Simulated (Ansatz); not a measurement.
# Dielectric response of NaCl (110) films

Aim: the electronic and static ε of rocksalt NaCl (110) from films of three thicknesses in a field.

Calculated with Ansatz 0.2.0; plane-wave DFT, PBE, Ansatz PAW, in the first sound run; inputs show where later runs differ.

Report form: inputs, costs, results and the conclusion, without the logs.

## (1) The structure

The cell holds 10 atoms: 5 Na and 5 Cl. Cell: a = 3.988 Å, b = 5.640 Å, c = 25.976 Å, α = 90.0°, β = 90.0°, γ = 90.0°. It derives from NaCl (rocksalt NaCl). Vacuum lies along c.

## (2) Relaxing the film, 10 atoms, units 5

The structure is relaxed first, because levels and dipoles at a surface follow the positions of the outer atoms.

Input file input.yaml:

```yaml
crystal:
  lattice:
    - [3.98808225, 0.0, 0.0]
    - [0.0, 5.64, 0.0]
    - [0.0, 0.0, 25.9761644918]
  atoms:
    - { symbol: Na, position: [0.5, 0.5, 0.346471474] }
    - { symbol: Cl, position: [0.5, 0.0, 0.346471474] }
    - { symbol: Na, position: [0.0, 0.0, 0.423235737] }
    - { symbol: Cl, position: [0.0, 0.5, 0.423235737] }
    - { symbol: Na, position: [0.5, 0.5, 0.5] }
    - { symbol: Cl, position: [0.5, 0.0, 0.5] }
    - { symbol: Na, position: [0.0, 0.0, 0.576764263] }
    - { symbol: Cl, position: [0.0, 0.5, 0.576764263] }
    - { symbol: Na, position: [0.5, 0.5, 0.653528526] }
    - { symbol: Cl, position: [0.5, 0.0, 0.653528526] }
kpoints:
  mp_grid: { grid: [8, 6, 1] }
hamiltonian:
  xc: pbe
scf:
  occupations: { method: fixed }
  convergence: { dr2_threshold: 1.0e-09 }
efield:
  axis: 3
  dipole_correction: true
  ramp_position: 0.97
  ramp_width: 0.06
relax:
  f_tol: 0.003
  max_steps: 100
output:
  write_potential: true
  write_density: true
  volumetric_format: npy
```

Command:

```bash
> ansatz run input.yaml --threads 8 --pin off --max-ram 12288MiB --backend cpu --events-out ev --progress --plain --runs-dir out
```

Wall time 23 s (8 threads of Arm Neoverse V2, shared host); peak memory 1.5 GiB; 2.9 min of CPU time.

Relaxation path:

```csv
step,energy less that of the first step (eV),largest force component (eV/Å)
1,0.0000,0.3133
2,-0.0596,0.1125
3,-0.0693,0.0236
4,-0.0696,0.0032
5,-0.0696,0.0000
```

The run keeps the 4 symmetry operations that the program found, so distortions that break them were not tested.

The atoms that moved most (Å):

```csv
atom,dx,dy,dz,length
Na9,0.000,0.000,-0.120,0.120
Na1,0.000,0.000,0.120,0.120
Na3,0.000,0.000,-0.118,0.118
Na7,0.000,0.000,0.118,0.118
Cl10,0.000,0.000,0.067,0.067
Cl2,0.000,0.000,-0.067,0.067
Cl4,0.000,0.000,-0.030,0.030
Cl8,0.000,0.000,0.030,0.030
```

Read from the output:

- gap on the k-mesh: 4.249 eV
- dipole along the normal: 5.87e-8 e·Å
- ionisation energy, upper face: 6.219 eV
- electron affinity, upper face: 1.970 eV

Running mean over 1.994 Å of the planar mean; the ramp of the sawtooth is left out. Electron's electrostatic potential energy less the highest filled level against z:

z (Å), electron's electrostatic potential energy less the highest filled level (eV) and a bar:
```
      3.5       6.22 ##############################
      4.0       6.22 ##############################
      4.5       6.22 ##############################
      5.0       6.22 ##############################
      5.5       6.22 ##############################
      6.0       6.21 ##############################
      6.5       6.17 ##############################
      7.0       6.01 #############################
      7.5       5.28 #########################
      8.0       3.36 ################
      8.5       1.31 ######
      9.0       0.57 ###
      9.5       0.29 #
     10.0       0.03 
     10.5       0.24 #
     11.0       0.41 ##
     11.5       0.61 ###
     12.0       0.78 ####
     12.5       0.62 ###
     13.0       0.55 ###
     13.5       0.63 ###
     14.0       0.78 ####
     14.5       0.60 ###
     15.0       0.41 ##
     15.5       0.23 #
     16.0       0.03 
     16.5       0.31 #
     17.0       0.58 ###
     17.5       1.39 #######
     18.0       3.47 #################
     18.5       5.33 ##########################
     19.0       6.02 #############################
     19.5       6.17 ##############################
     20.0       6.21 ##############################
     20.5       6.22 ##############################
     21.0       6.22 ##############################
     21.5       6.22 ##############################
     22.0       6.22 ##############################
     22.5       6.22 ##############################
```

The relaxation took 5 steps and lowered the energy by 0.070 eV; the largest force on the free atoms ends at 4.7e-5 eV/Å.

The gap is 4.25 eV, with the valence edge 6.22 eV and the conduction edge 1.97 eV under the upper vacuum level.

## (3) The relaxed film, single point, 10 atoms, units 5

The film was relaxed beforehand; a single point on the relaxed positions gives its levels and potential.

input.yaml, the sections that differ from step 2:

```yaml
crystal:
  lattice:
    - [3.98808225, 0.0, 0.0]
    - [0.0, 5.64, 0.0]
    - [0.0, 0.0, 25.9761644918]
  atoms:
    - { symbol: Na, position: [0.5, 0.5, 0.3510866118] }
    - { symbol: Cl, position: [0.5, 0.0, 0.343874938] }
    - { symbol: Na, position: [0.0, 0.0, 0.4186986311] }
    - { symbol: Cl, position: [0.0, 0.5, 0.422067098] }
    - { symbol: Na, position: [0.5, 0.5, 0.4999999999] }
    - { symbol: Cl, position: [0.5, 0.0, 0.4999999998] }
    - { symbol: Na, position: [0.0, 0.0, 0.5813013688] }
    - { symbol: Cl, position: [0.0, 0.5, 0.5779329017] }
    - { symbol: Na, position: [0.5, 0.5, 0.6489133882] }
    - { symbol: Cl, position: [0.5, 0.0, 0.6561250627] }
output:
  eigenvalues: true
  write_potential: true
  write_density: true
  volumetric_format: npy
# kpoints, hamiltonian, scf, efield: as in step 2
# relax: removed
```

Wall time 7.5 s (8 threads); peak memory 1.6 GiB.

This step gave:

```yaml
dipole_along_the_normal: -9.89e-7 e·Å
electron_affinity_upper_face: 1.971 eV
```

Running mean over 1.994 Å of the planar mean; the ramp of the sawtooth is left out. Table of electron's electrostatic potential energy less the highest filled level by z:

```csv
z (Å),electron's electrostatic potential energy less the highest filled level (eV)
3.5,6.22
4.0,6.22
4.5,6.22
5.0,6.22
5.5,6.22
6.0,6.21
6.5,6.17
7.0,6.01
7.5,5.28
8.0,3.36
8.5,1.31
9.0,0.567
9.5,0.293
10.0,0.0326
10.5,0.245
11.0,0.412
11.5,0.613
12.0,0.780
12.5,0.624
13.0,0.549
13.5,0.632
14.0,0.783
14.5,0.600
15.0,0.406
15.5,0.231
16.0,0.0316
16.5,0.307
17.0,0.583
17.5,1.39
18.0,3.47
18.5,5.33
19.0,6.02
19.5,6.17
20.0,6.21
20.5,6.22
21.0,6.22
21.5,6.22
22.0,6.22
22.5,6.22
```

The gap is 4.25 eV, with the valence edge 6.22 eV and the conduction edge 1.97 eV under the upper vacuum level.

## (4) Atoms held, 10 atoms, units 5, field 0.05 V/Å

A sawtooth potential applies the field, turning back in the middle of the vacuum. With the dipole correction the typed value is the field outside the slab. The induced dipole is small, so the SCF threshold is tight.

input.yaml, as its differences from that of step 3:

```diff
@@ -22,3 +22,3 @@
   occupations: { method: fixed }
-  convergence: { dr2_threshold: 1.0e-09 }
+  convergence: { dr2_threshold: 1.0e-10 }
 efield:
@@ -28,4 +28,4 @@
   ramp_width: 0.06
+  amplitude: 0.05
 output:
-  eigenvalues: true
   write_potential: true
```

Elapsed: 8.7 s, on 8 threads; peak memory 1.6 GiB.

Numbers from this step:

```yaml
gap_on_the_k_mesh: 4.141 eV
dipole_along_the_normal: 0.04035 e·Å
```

The dipole is 0.0403 e·Å, and the gap on the mesh 4.141 eV.

## (5) Atoms held, 10 atoms, units 5, field -0.05 V/Å

input.yaml, as its differences from that of step 4:

```diff
@@ -28,3 +28,3 @@
   ramp_width: 0.06
-  amplitude: 0.05
+  amplitude: -0.05
 output:
```

Elapsed: 8.5 s, on 8 threads; peak memory 1.6 GiB.

The dipole is -0.0403 e·Å, and the gap on the mesh 4.141 eV.

## (6) Response with the atoms held, 10 atoms, units 5

This step: plane-wave DFT, PBE, Ansatz PAW; response to a field along the normal, atoms held (Ansatz 0.2.0).

The two fields give this film's response with the atoms held: the electronic part.

Numbers from this step:

```
equivalent conductor thickness p/(ε₀AE) : 6.492 Å
distance between the outer atoms        : 8.111 Å
thickness                               : 9.970 Å
inner field over outer field            : 0.4020
local ε in the middle                   : 2.488
```

Local field over the applied field, running mean. From the potentials at -0.05 and 0.05 V/Å; running mean over 1.994 Å, taken twice. Local field over applied field against z:

z (Å), local field over applied field and a bar from the least value:
```
      4.5      0.999 ##############################
      5.0      0.996 ##############################
      5.5      0.988 #############################
      6.0      0.969 #############################
      6.5      0.927 ###########################
      7.0      0.853 #######################
      7.5      0.748 ##################
      8.0      0.625 ############
      8.5      0.511 #######
      9.0      0.428 ###
      9.5      0.385 
     10.0      0.376 
     10.5      0.385 
     11.0      0.396 #
     11.5      0.403 #
     12.0      0.404 #
     12.5      0.402 #
     13.0      0.401 #
     13.5      0.402 #
     14.0      0.404 #
     14.5      0.403 #
     15.0      0.396 #
     15.5      0.384 
     16.0      0.376 
     16.5      0.386 #
     17.0      0.431 ###
     17.5      0.516 #######
     18.0      0.631 ############
     18.5      0.753 ##################
     19.0      0.857 #######################
     19.5      0.930 ###########################
     20.0      0.970 #############################
     20.5      0.989 ##############################
     21.0      0.996 ##############################
     21.5      0.999 ##############################
```

The induced electron density oscillates, so the rows of the table below give means over 2.02 Å (shorter at the two ends). Its distinct maxima (Å: e/Å³ per V/Å): 8.1: 0.00253, 12.3: 5.4e-4, 16.3: 7.2e-4. Distinct minima: 9.7: -7.2e-4, 13.7: -5.4e-4, 17.9: -0.00253.

Electrons, planar mean, per unit field. The induced electron density by z; means over each step:

```csv
z (Å),induced electron density (e/Å³ per V/Å)
5.05,2.9e-5
7.07,0.00112
9.09,5.2e-4
11.11,-9.7e-5
13.13,-2.2e-5
15.15,1.8e-4
17.17,-9.3e-4
19.19,-7.9e-4
21.21,-1.8e-5
```

By hand: between -0.05 and 0.05 V/Å the dipole changes by 0.08070 e·Å, a slope of 0.8070 e·Å²/V. A perfect conductor of thickness t has p = ε₀AEt, so t = 180.95 × 0.8070 / 22.493 = 6.49 Å (e/ε₀ = 180.95 V·Å, A in Å²).

The induced dipole is that of a conductor 6.49 Å thick.

## (7) Field on, atoms free, 10 atoms, field 0.05 V/Å

This step: plane-wave DFT, PBE, Ansatz PAW (Ansatz 0.2.0).

Now the atoms may follow the field. A weak field makes forces of meV/Å to tens of meV/Å, so the force tolerance is set well below the usual one.

input.yaml, as its differences from that of step 5:

```diff
@@ -28,3 +28,6 @@
   ramp_width: 0.06
-  amplitude: -0.05
+  amplitude: 0.05
+relax:
+  f_tol: 0.0006
+  max_steps: 70
 output:
```

The job ended after 19 s (8 threads; peak memory 1.5 GiB).

Step by step:

```csv
step,energy less that of the first step (eV),largest force component (eV/Å)
1,0.0000,0.0232
2,-0.0005,0.0037
3,-0.0005,0.0009
4,-0.0005,0.0003
```

Forces are held to the 4 operations that the program found; a distortion that breaks them can't arise in this run.

Final coordinates:

```xyz
10
Lattice="3.9881 0.0000 0.0000 0.0000 5.6400 0.0000 0.0000 0.0000 25.9762" Properties=species:S:1:pos:R:3
Na    1.9940    2.8200    9.1270
Cl    1.9940    0.0000    8.9248
Na    0.0000    0.0000   10.8762
Cl    0.0000    2.8200   10.9640
Na    1.9940    2.8200   12.9948
Cl    1.9940    0.0000   12.9813
Na    0.0000    0.0000   15.1001
Cl    0.0000    2.8200   15.0129
Na    1.9940    2.8200   16.8637
Cl    1.9940    0.0000   17.0361
```

This step gave:

```yaml
gap_on_the_k_mesh: 4.217 eV
dipole_along_the_normal: 0.05979 e·Å
```

The relaxation took 4 steps and lowered the energy by 4.9e-4 eV; the largest force on the free atoms ends at 3.3e-4 eV/Å.

The dipole is 0.0598 e·Å, and the gap on the mesh 4.217 eV.

## (8) Relaxing in the field, 10 atoms, field -0.05 V/Å

The opposite sign, again from the field-free geometry; the difference of the two cancels what relaxes without a field.

input.yaml, as its differences from that of step 7:

```diff
@@ -28,3 +28,3 @@
   ramp_width: 0.06
-  amplitude: 0.05
+  amplitude: -0.05
 relax:
```

Elapsed: 20 s, on 8 threads; peak memory 1.5 GiB; 2.6 min of CPU time.

Step by step:

```csv
step,energy less that of the first step (eV),largest force component (eV/Å)
1,0.0000,0.0232
2,-0.0005,0.0037
3,-0.0005,0.0009
4,-0.0005,0.0003
```

Forces are held to the 4 operations that the program found; a distortion that breaks them can't arise in this run.

The relaxation took 4 steps and lowered the energy by 4.9e-4 eV; the largest force on the free atoms ends at 3.3e-4 eV/Å.

The dipole is -0.0598 e·Å, and the gap on the mesh 4.217 eV.

## (9) Response with the atoms relaxed, 10 atoms, units 5

This step: plane-wave DFT, PBE, Ansatz PAW; response to a field along the normal, atoms relaxed (Ansatz 0.2.0).

The two relaxed runs give the static response.

Numbers from this step:

```
equivalent conductor thickness p/(ε₀AE) : 9.620 Å
inner field over outer field            : 0.1867
local ε in the middle                   : 5.356
```

Local field over the applied field, running mean. From the potentials at -0.05 and 0.05 V/Å; running mean over 1.994 Å, taken twice. The local field over applied field by z:

z (Å), local field over applied field and a bar:
```
        5      0.995 ##############################
        6      0.933 ############################
        7      0.691 ####################
        8      0.396 ##########
        9      0.187 ###
       10      0.083 
       11      0.133 ##
       12      0.178 ###
       13      0.168 ###
       14      0.179 ###
       15      0.129 ##
       16      0.083 
       17      0.197 ####
       18      0.401 ##########
       19      0.695 ####################
       20      0.937 ############################
       21      0.995 ##############################
```

The induced dipole is that of a conductor 9.62 Å thick.

## (10) Relaxing the film, 16 atoms, units 8

This step: plane-wave DFT, PBE, Ansatz PAW (Ansatz 0.2.0).

System of this step: NaCl (110), 8 units. The cell holds 16 atoms: 8 Na and 8 Cl. Its edges and angles: a = 3.988 Å, b = 5.640 Å, c = 31.958 Å, α = 90.0°, β = 90.0°, γ = 90.0°. It derives from NaCl (rocksalt NaCl). Vacuum lies along c.

The next thickness, treated alike, so that differences show the interior and the faces cancel.

Input file input.yaml:

```yaml
crystal:
  lattice:
    - [3.98808225, 0.0, 0.0]
    - [0.0, 5.64, 0.0]
    - [0.0, 0.0, 31.9582878606]
  atoms:
    - { symbol: Na, position: [0.5, 0.5, 0.2816170891] }
    - { symbol: Cl, position: [0.5, 0.0, 0.2816170891] }
    - { symbol: Na, position: [0.0, 0.0, 0.3440122065] }
    - { symbol: Cl, position: [0.0, 0.5, 0.3440122065] }
    - { symbol: Na, position: [0.5, 0.5, 0.4064073239] }
    - { symbol: Cl, position: [0.5, 0.0, 0.4064073239] }
    - { symbol: Na, position: [0.0, 0.0, 0.4688024413] }
    - { symbol: Cl, position: [0.0, 0.5, 0.4688024413] }
    - { symbol: Na, position: [0.5, 0.5, 0.5311975587] }
    - { symbol: Cl, position: [0.5, 0.0, 0.5311975587] }
    - { symbol: Na, position: [0.0, 0.0, 0.5935926761] }
    - { symbol: Cl, position: [0.0, 0.5, 0.5935926761] }
    - { symbol: Na, position: [0.5, 0.5, 0.6559877935] }
    - { symbol: Cl, position: [0.5, 0.0, 0.6559877935] }
    - { symbol: Na, position: [0.0, 0.0, 0.7183829109] }
    - { symbol: Cl, position: [0.0, 0.5, 0.7183829109] }
kpoints:
  mp_grid: { grid: [8, 6, 1] }
hamiltonian:
  xc: pbe
scf:
  occupations: { method: fixed }
  convergence: { dr2_threshold: 1.0e-09 }
efield:
  axis: 3
  dipole_correction: true
  ramp_position: 0.97
  ramp_width: 0.06
relax:
  f_tol: 0.003
  max_steps: 100
output:
  write_potential: true
  write_density: true
  volumetric_format: npy
```

Run time: 53 s. Hardware: 8 threads; peak memory 2.5 GiB; 7 min of CPU time.

Step by step:

```csv
step,energy less that of the first step (eV),largest force component (eV/Å)
1,0.0000,0.3145
2,-0.0681,0.1224
3,-0.0813,0.0300
4,-0.0821,0.0035
5,-0.0821,0.0015
```

Forces are held to the 4 operations that the program found; a distortion that breaks them can't arise in this run.

The atoms that moved most (Å):

```csv
atom,dx,dy,dz,length
Na3,0.000,0.000,-0.192,0.192
Na13,0.000,0.000,0.192,0.192
Cl16,0.000,0.000,0.127,0.127
Cl2,0.000,0.000,-0.127,0.127
Na15,0.000,0.000,-0.082,0.082
Na1,0.000,0.000,0.082,0.082
Cl14,0.000,0.000,0.070,0.070
Cl4,0.000,0.000,-0.070,0.070
```

The relaxation took 5 steps and lowered the energy by 0.082 eV; the largest force on the free atoms ends at 0.0015 eV/Å.

The gap is 4.32 eV, with the valence edge 6.27 eV and the conduction edge 1.94 eV under the upper vacuum level.

## (11) Single point on the relaxed film, 16 atoms, units 8

Input file input.yaml:

```yaml
crystal:
  lattice:
    - [3.98808225, 0.0, 0.0]
    - [0.0, 5.64, 0.0]
    - [0.0, 0.0, 31.9582878606]
  atoms:
    - { symbol: Na, position: [0.5, 0.5, 0.2841855647] }
    - { symbol: Cl, position: [0.5, 0.0, 0.2776421345] }
    - { symbol: Na, position: [0.0, 0.0, 0.338008896] }
    - { symbol: Cl, position: [0.0, 0.5, 0.3418331701] }
    - { symbol: Na, position: [0.5, 0.5, 0.4063086727] }
    - { symbol: Cl, position: [0.5, 0.0, 0.4042858277] }
    - { symbol: Na, position: [0.0, 0.0, 0.4673297425] }
    - { symbol: Cl, position: [0.0, 0.5, 0.4687570101] }
    - { symbol: Na, position: [0.5, 0.5, 0.5326702541] }
    - { symbol: Cl, position: [0.5, 0.0, 0.5312429885] }
    - { symbol: Na, position: [0.0, 0.0, 0.5936913203] }
    - { symbol: Cl, position: [0.0, 0.5, 0.5957141805] }
    - { symbol: Na, position: [0.5, 0.5, 0.6619910999] }
    - { symbol: Cl, position: [0.5, 0.0, 0.6581668365] }
    - { symbol: Na, position: [0.0, 0.0, 0.715814435] }
    - { symbol: Cl, position: [0.0, 0.5, 0.7223578669] }
kpoints:
  mp_grid: { grid: [8, 6, 1] }
hamiltonian:
  xc: pbe
scf:
  occupations: { method: fixed }
  convergence: { dr2_threshold: 1.0e-09 }
efield:
  axis: 3
  dipole_correction: true
  ramp_position: 0.97
  ramp_width: 0.06
output:
  eigenvalues: true
  write_potential: true
  write_density: true
  volumetric_format: npy
  elf: true
```

Run time: 18 s. Hardware: 8 threads; peak memory 2.7 GiB; 2.3 min of CPU time.

The gap is 4.32 eV, with the valence edge 6.27 eV and the conduction edge 1.94 eV under the upper vacuum level.

## (12) Single point, 16 atoms, units 8, field 0.05 V/Å

input.yaml, as its differences from that of step 11:

```diff
@@ -28,3 +28,3 @@
   occupations: { method: fixed }
-  convergence: { dr2_threshold: 1.0e-09 }
+  convergence: { dr2_threshold: 1.0e-10 }
 efield:
@@ -34,4 +34,4 @@
   ramp_width: 0.06
+  amplitude: 0.05
 output:
-  eigenvalues: true
   write_potential: true
@@ -39,2 +39 @@
   volumetric_format: npy
-  elf: true
```

Run time: 19 s. Hardware: 8 threads; peak memory 2.7 GiB.

The dipole is 0.0630 e·Å, and the gap on the mesh 4.087 eV.

## (13) Single point, 16 atoms, units 8, field -0.05 V/Å

input.yaml, as its differences from that of step 12:

```diff
@@ -34,3 +34,3 @@
   ramp_width: 0.06
-  amplitude: 0.05
+  amplitude: -0.05
 output:
```

Elapsed: 19 s, on 8 threads; peak memory 2.7 GiB.

The dipole is -0.0630 e·Å, and the gap on the mesh 4.087 eV.

[end of part 1 of 3]

[Long decimals in the printed logs are rounded to 6 places.]

[Logs are printed without paths, hosts, clocks, repeated set-up lines and the standing remarks that a program may print on its own settings, such as how far it seeks lower states.]

[Hosts, paths, dates, database ids (printed as entryN), source tags and the programs' standing remarks are cut or masked in the printed files.]

[Maps of the electrostatic potential energy from Ansatz leave out the sawtooth potential of an applied field or a dipole correction, so their vacuum need not be flat; planar profiles and work functions include it.]
